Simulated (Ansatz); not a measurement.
**What do other settings change for twisted Ti2CO2 MXene bilayer, 38.21° (70 atoms)?**

The cell holds 70 atoms: 14 C, 28 Ti and 28 O. Its edges and angles: a = 8.017 Å, b = 8.017 Å, c = 27.780 Å, α = 90.0°, β = 90.0°, γ = 120.0°. It derives from Ti2CO2 (Ti2CO2 MXene). Ti2CO2 MXene (a = 3.03 Å) under Ti2CO2 MXene (a = 3.03 Å), bilayer, commensurate cell of 7 unit cells a layer, twist 38.21 deg; facing planes 2.9 Å apart; 16 Å of vacuum; layers as built, displaced by a Gaussian of 0.01 Å. Regions: layer 1, 35 atoms (7 C, 14 Ti and 14 O); layer 2, 35 atoms (7 C, 14 Ti and 14 O). Vacuum lies along c.

Geometry: as built.

Reference run: Kohn-Sham DFT, PBE+D4, PAW (set soft_2), plane waves (Ansatz 0.2.0), cutoff 420 eV, k-mesh 3×3×1, fermi-dirac smearing of 0.025 eV.

```
r.m.s. force component                           : 0.2007 eV/Å
gap (highest filled to lowest empty level) : 0.3757 eV
SCF cycles                                       : 13
time                                             : 4.4 min on 4 threads of Arm Neoverse V2, shared host
```

Q: Estimate how much each variant changes the results, and its time and memory.
- support functions medium
- support functions low
- support functions medium, radius 3.47 Å
- support functions medium, radius 3.75 Å

Differences are against the plane-wave reference (Kohn-Sham DFT, PBE+D4, PAW (set soft_2), plane waves), whose r.m.s. force component is 0.201 eV/Å. Energies are set beside the reference only for runs with its functional, potentials and electron count. Times are for 4 threads of Arm Neoverse V2, shared host. The reference's time includes the DOS and grids, which some other runs skip.

```csv
run,"Δ force, r.m.s. (meV/Å)",share of r.m.s. force (%),Δ energy (meV/atom),Δ gap (eV),cycles,time,host memory (GiB)
reference,-,-,-,-,13,4.4 min,5.5
support functions medium,0.891,0.444,-4.38,4.0e-4,20,5.5 min,4.9
support functions low,1.20,0.597,-4.41,5.0e-4,18,5 min,4.7
"support functions medium, radius 3.47 Å",0.986,0.491,-4.38,5.0e-4,20,5.2 min,4.8
"support functions medium, radius 3.75 Å",0.766,0.382,-4.38,1.0e-4,21,6.3 min,5.2
```

Among numerical settings the force difference runs from 0.77 meV/Å (support functions medium, radius 3.75 Å) to 1.2 meV/Å (support functions low). Differences between support functions and plane waves include what basis error the plane-wave run still has. As the radius goes from 3.47 to 3.75 Å, the force difference goes from 0.99 to 0.77 meV/Å, and the time from 5.2 min to 6.3 min. The main run has no spin polarisation, so moments on Ti can't form in it, and no Hubbard term.

[Logs are printed without paths, hosts, clocks, repeated set-up lines and the standing remarks that a program may print on its own settings, such as how far it seeks lower states.]

[Hosts, paths, dates, database ids (printed as entryN), source tags and the programs' standing remarks are cut or masked in the printed files.]
